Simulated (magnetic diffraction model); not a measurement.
## CoPb below its ordering temperature

Space group P2_13 (no. 198), a = 5.4070 Å.

```
site  atom       x       y       z
  4a    Pb  0.1428  0.3572  0.6428
  4a    Co  0.8501  0.6499  0.3501
```

The compound is invented for this exercise: a known structure type with other elements, its cell scaled to their sizes and not relaxed.

Only Co is taken to order (form factors of Co2+); orders and moment sizes are assumed, and not adapted to the symmetry. Radiation: neutrons of λ = 2.567 Å, 3° to 100°; isotropic B of 0.23 Å² (Pb) and 0.35 Å² (Co). The intensities are simulated: I ∝ L Σ (|F_N|² + |F_M⊥|²) for unpolarised neutrons, with F_M = 2.695 fm/μB × Σ f(s) S exp(2πi Q·r) exp(−B s²) at Q = H ± k (one set where k and −k are equivalent), only the part normal to Q counting and L = 1/(sin²θ cos θ). For collinear order S is the moment m, which repeats by lattice and centring translations R with the sign exp(−2πi k·R). Form factors are spin-only for 3d ions and dipole or tabulated for f ions, scattering lengths are Sears's of 1992, and absorption is left out. A label names one of the reflections at its angle. The strongest nuclear line in the range is 100, and lines under 0.2 are left out.

Above the ordering temperature:

```
2θ (°)    index      I
 39.23  (1 1 0)   26.1
 48.55  (1 1 1)   18.4
 56.69  (2 0 0)    4.8
 64.12  (2 1 0)  100.0
 71.11  (2 1 1)   54.2
 84.35  (2 2 0)    0.3
 90.82  (2 2 1)    7.1
 97.29  (3 1 0)   16.6
```

Below it (cell unchanged):

| 2θ (°) | I |
| --- | --- |
| 27.46 | 2.0 |
| 39.23 | 27.9 |
| 48.55 | 19.0 |
| 56.69 | 5.5 |
| 64.12 | 100.7 |
| 71.11 | 55.0 |
| 84.35 | 0.6 |
| 90.82 | 7.7 |
| 97.29 | 16.9 |

**Question.** Find the propagation vector, then choose among these models:
A. collinear moments along [100], 0.94 μB on Co; signs + at (0.8501, 0.6499, 0.3501), − at (0.6499, 0.3501, 0.8501), + at (0.3501, 0.8501, 0.6499), − at (0.1499, 0.1499, 0.1499)
B. collinear moments along [101], 0.94 μB on Co; signs + at (0.8501, 0.6499, 0.3501), − at (0.6499, 0.3501, 0.8501), + at (0.3501, 0.8501, 0.6499), − at (0.1499, 0.1499, 0.1499)
C. collinear moments along [101], 0.94 μB on Co; signs + at (0.8501, 0.6499, 0.3501), − at (0.6499, 0.3501, 0.8501), − at (0.3501, 0.8501, 0.6499), + at (0.1499, 0.1499, 0.1499)
D. collinear moments along [100], 0.94 μB on Co; signs + at (0.8501, 0.6499, 0.3501), − at (0.6499, 0.3501, 0.8501), − at (0.3501, 0.8501, 0.6499), + at (0.1499, 0.1499, 0.1499)

No line moves, and magnetic intensity falls on nuclear lines such as the one at 39.23°; new lines at (1 0 0) have whole indices that obey the lattice centring, at places with no nuclear intensity to speak of, so the magnetic cell equals the chemical primitive cell: k = 0.

Magnetic intensity, observed (below minus above) and for each model:

| 2θ (°) | index | observed | A | B | C | D |
| --- | --- | --- | --- | --- | --- | --- |
| 27.46 | (0 0 1) | 2.0 | 4.0 | 3.3 | 2.0 | 2.6 |
| 39.23 | (1 1 0) | 1.9 | 1.8 | 1.7 | 1.9 | 1.6 |
| 48.55 | (1 1 1) | 0.6 | 0.6 | 0.6 | 0.6 | 0.6 |
| 56.69 | (2 0 0) | 0.6 | <0.2 | 0.3 | 0.6 | 0.6 |
| 64.12 | (2 1 0) | 0.7 | 0.8 | 0.8 | 0.7 | 0.8 |
| 71.11 | (2 1 1) | 0.8 | 0.8 | 0.8 | 0.8 | 0.7 |
| 90.82 | (2 2 1) | 0.6 | 0.6 | 0.6 | 0.6 | 0.6 |

Model C matches.

The structure used: k = (0 0 0), collinear moments along [101], 0.94 μB on Co; signs + at (0.8501, 0.6499, 0.3501), − at (0.6499, 0.3501, 0.8501), − at (0.3501, 0.8501, 0.6499), + at (0.1499, 0.1499, 0.1499).

[Logs are printed without paths, hosts, clocks, repeated set-up lines and the standing remarks that a program may print on its own settings, such as how far it seeks lower states.]
